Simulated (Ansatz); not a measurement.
# r2SCAN work function of a third face of Li from its PBE value

PBE and r2SCAN are run on the same slabs. If the two track each other from face to face, two faces calibrate the third.

Set-up. Ansatz 0.2.0, plane waves with PAW datasets (its set soft_2) at their recommended cutoffs; symmetric slabs of 7 layers (11 for bcc (111)) cut at the tabulated experimental lattice constant, atoms at bulk places, 18 Å of vacuum, k-spacing 0.16 Å⁻¹ (2π included), Fermi-Dirac smearing of 0.1 eV, SCF threshold 1e-9 eV. The work function is the vacuum level less the Fermi level.

```tsv
run	PBE (eV)	r2SCAN (eV)
Li(111)	2.887	2.861
Li(100)	3.036	?
Li(110)	3.254	3.257
```

**Question.** What value belongs in the row marked “?”, and how far can the other rows tell?

Two rows fix a line: slope = (3.257 − 2.861) / (3.254 − 2.887) = 1.0790, intercept −0.2541. At 3.036 it gives 1.0790 × 3.036 + (−0.2541) = 3.022 eV. Rounding of the rows alone allows about ±0.001 eV there; two rows can't show whether the line holds.

The run itself gives 3.028 eV: a miss of +0.006 eV. The plain offset, r2SCAN less PBE, runs from −0.026 to +0.003 eV over the three faces.

Caveats: Unrelaxed, unreconstructed faces at one geometry; neither value is a test against experiment.

[Logs are printed without paths, hosts, clocks, repeated set-up lines and the standing remarks that a program may print on its own settings, such as how far it seeks lower states.]
